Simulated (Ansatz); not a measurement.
# How many bands does the GW gap of BaCu2SnS4 (P3_121) need?, part 2 of 2

Aim: see how the G0W0 gap of BaCu2SnS4 (P3_121) on r2SCAN moves with empty bands and screening cutoff, and what each rung costs.

Ansatz 0.2.0; G0W0 on r2SCAN, plane waves, PAW. Known limits of the many-body steps: not at the basis limit; d shell near the gap, gap tends to lie low; no spin-orbit coupling; coarse k mesh.

So far. Step 5 (Changing the k mesh: 3×3×2 mesh, 691 empty bands …): Against the run with 6×6×2 mesh, 691 empty bands, screening to 66 eV, the gap moves by −0.05 eV. Step 6 (Changing the frequency model: 6×6×2 mesh, 691 empty …): Against the run with 6×6×2 mesh, 691 empty bands, screening to 66 eV, the gap moves by −0.03 eV.

In doubt: one-shot GW on d or f shells is unsure (steps 2, 3, 4, 5, 6, 7), so the values of those runs are not to be relied on.

## Step 7: Changing the files: 6×6×2 mesh, 691 empty bands, screening to 66 eV, hard PAW files

Other atomic data (hard PAW) test the pseudisation: the cutoff goes from 500 to 700 eV and the valence electrons from 258 to 282, which opens shells that were frozen.

File input.yaml:

```yaml
crystal:
  lattice:
    - [6.4365004231, 0.0, 0.0]
    - [-3.2182502115, 5.5741728779, 0.0]
    - [0.0, 0.0, 15.830995]
  atoms:
    - { symbol: Ba, position: [0.426402, 0.426402, 0.5] }
    - { symbol: Ba, position: [0.0, 0.573598, 0.16666667] }
    - { symbol: Ba, position: [0.573598, 0.0, 0.83333333] }
    - { symbol: Cu, position: [0.369782, 0.43384, 0.745199] }
    - { symbol: Cu, position: [0.935942, 0.56616, 0.92146767] }
    - { symbol: Cu, position: [0.43384, 0.369782, 0.254801] }
    - { symbol: Cu, position: [0.064058, 0.630218, 0.41186567] }
    - { symbol: Cu, position: [0.56616, 0.935942, 0.07853233] }
    - { symbol: Cu, position: [0.630218, 0.064058, 0.58813433] }
    - { symbol: Sn, position: [0.704992, 0.0, 0.33333333] }
    - { symbol: Sn, position: [0.0, 0.704992, 0.66666667] }
    - { symbol: Sn, position: [0.295008, 0.295008, 0.0] }
    - { symbol: S, position: [0.765195, 0.65191, 0.335819] }
    - { symbol: S, position: [0.886715, 0.234805, 0.00248567] }
    - { symbol: S, position: [0.34809, 0.113285, 0.66915233] }
    - { symbol: S, position: [0.113285, 0.34809, 0.33084767] }
    - { symbol: S, position: [0.234805, 0.886715, 0.99751433] }
    - { symbol: S, position: [0.65191, 0.765195, 0.664181] }
    - { symbol: S, position: [0.939587, 0.440447, 0.54641] }
    - { symbol: S, position: [0.50086, 0.060413, 0.21307667] }
    - { symbol: S, position: [0.060413, 0.50086, 0.78692333] }
    - { symbol: S, position: [0.440447, 0.939587, 0.45359] }
    - { symbol: S, position: [0.49914, 0.559553, 0.12025667] }
    - { symbol: S, position: [0.559553, 0.49914, 0.87974333] }
kpoints:
  mp_grid: { grid: [6, 6, 2] }
hamiltonian:
  xc: r2scan
  pseudopotentials: { kind: paw, source: ansatz }
scf:
  occupations: { method: fixed }
gw:
  n_empty_bands: 691
  ecut_chi: 66
  qp_bands: [v2, c2]
  qp_kpoints: band_edges
  screening: { model: contour_deformation }
```

The run is started by

```
> ansatz run input.yaml --threads 32 --pin off --max-ram 129024MiB --backend cuda --events-out ev --progress --plain --runs-dir out --devices 1 --max-vram 157GiB  # rebuilt from the run's record
```

Numbers of over 12 decimals in the logs are rounded to 6 here.

The log of the run:

```text
GPUs: using 1 of 1 available (devices: 1).
[...]
Crystal: 24 atoms, lattice volume = 567.987 Å³
Basis set: ecut = 700 eV, 23805 PW (Γ), exchange–correlation on 320×320×800 points (64 copies of the dense FFT grid, shifted against one another)
Bands: 170, of which v1, the nominal top of the filled ones, is band 141 counted from 1 (140 counted from 0)
Symmetry: 6 space group operations
[...]
k-points: 14 of 72 (time reversal used)
[...]
1   142      9.1073   -13.4518    -2.5319   -16.4587  0.7535     9.5943     9.5822  root
     1   143      9.1073   -13.4518    -2.5319   -16.4587  0.7535     9.5943     9.5822  root
[...]
13   140      7.6000   -34.6322     5.5898   -28.8832  0.6733     7.4395     7.4408  root
    13   141      7.6000   -34.6322     5.5898   -28.8832  0.6733     7.4395     7.4408  root
    13   142      9.2897   -13.5313    -2.7817   -16.8514  0.7505     9.8492     9.8282  root
    13   143      9.2897   -13.5313    -2.7817   -16.8514  0.7505     9.8492     9.8282  root
[key lines of the parts left out:]
SCF converged after 12 iterations
```

It took 4.1 min on 1 × NVIDIA GB200 with 32 threads of Arm Neoverse V2, shared host; peak memory 18 GiB; 11 min of CPU time.

Numbers from this step:

| Quantity | Value |
| --- | --- |
| bands summed | 832 |
| RPA ε∞ on this mesh (eigenvalues) | 7.609, 8.474, 8.474 |
| plane waves in the screening matrix | 723 |
| G0W0 gap on the mesh | 1.185 eV |
| k of the valence top | 0, 0, 0 |
| k of the conduction bottom | 0, 0, 0 |
| starting gap on the mesh | 0.6399 eV |
| least direct G0W0 gap on the computed points | 1.185 eV |

Against the run with 6×6×2 mesh, 691 empty bands, screening to 66 eV, the gap moves by +0.001 eV.

## Step 8: The runs together

Times are wall times on 1 × NVIDIA GB200 with 32 threads of Arm Neoverse V2, shared host, good to a factor of about two.

| mesh | files | frequency | bands summed | cutoff (eV) | start (eV) | G0W0 (eV) | time | host memory (GiB) |
| --- | --- | --- | --- | --- | --- | --- | --- | --- |
| 6×6×2 | default PAW | contour deformation | 373 | 33 | 0.642 | 1.858 | 63 s | 5.5 |
| 6×6×2 | default PAW | contour deformation | 820 | 66 | 0.642 | 1.184 | 2.5 min | 10 |
| 6×6×2 | default PAW | contour deformation | 1616 | 110 | 0.642 | 0.931 | 7 min | 18 |
| 3×3×2 | default PAW | contour deformation | 820 | 66 | 0.640 | 1.133 | 19 s | 5.3 |
| 6×6×2 | default PAW | plasmon pole | 820 | 66 | 0.642 | 1.149 | 1.9 min | 10 |
| 6×6×2 | hard PAW | contour deformation | 832 | 66 | 0.640 | 1.185 | 4.1 min | 18 |

How the two edges are built up, in eV (the quasiparticle level is the starting level plus Σx plus Σc less Vxc):

```
       run               edge  start      Σx     Σc     Vxc     Z    QP
 373 bands        valence top   7.57  -33.36   4.58  -28.37  0.70  7.16
 373 bands  conduction bottom   8.21  -11.10  -2.54  -14.44  0.77  9.01
 820 bands        valence top   7.57  -33.36   4.89  -28.37  0.69  7.47
 820 bands  conduction bottom   8.21  -11.10  -2.90  -14.44  0.77  8.65
1616 bands        valence top   7.57  -33.36   4.93  -28.37  0.69  7.51
1616 bands  conduction bottom   8.21  -11.10  -3.12  -14.44  0.77  8.44
```

## Step 9: What came out

* 373 bands, 33 eV: 1.858 eV
* 820 bands, 66 eV: 1.184 eV
* 1616 bands, 110 eV: 0.931 eV
* estimated limit in bands and cutoff: 0.67 eV
* mesh and start: 6×6×2, r2SCAN

What this shows: A line in one over the bands through the two highest rungs gives 0.67 eV, −0.26 eV from the top rung; the pair below gives 0.62 eV, in fair agreement. The rungs stand 1.19 eV (373 bands), 0.51 eV (820 bands) and 0.26 eV (1616 bands) from it. From 373 to 1616 bands the gap moves by −0.93 eV while the time grows 6.7-fold. Σc changes by +0.35 eV at the valence top and −0.58 eV at the conduction bottom, so both edges matter. On the 3×3×2 mesh in place of 6×6×2 the gap differs by −0.05 eV, of which −0.001 eV is already in the start. The plasmon-pole model gives −0.03 eV against contour deformation, 6 % of the correction. Hard PAW files move the gap by +0.001 eV at equal bands and cutoff, −0.002 eV of it in the start. A d shell, filled or nearly so, lies near the gap. One-shot GW converges very slowly in bands there, not always from below, and on a semilocal start the gap tends to come out low; starts rich in exact exchange can overshoot instead. The many-body steps are scalar-relativistic: spin-orbit coupling is not in them.

[Paths, hosts, dates, memory and timing lines, banners, echoed tables and standing remarks are left out of the program output.]

[Logs are printed without paths, hosts, clocks, repeated set-up lines and the standing remarks that a program may print on its own settings, such as how far it seeks lower states.]

[Runs of the session that timed out or met a known fault of the program may be left out.]

[Cells called generated may have been cut or substituted from an entry of the Crystallography Open Database or the Materials Project.]

[Hosts, paths, dates, database ids (printed as entryN), source tags and the programs' standing remarks are cut or masked in the printed files.]
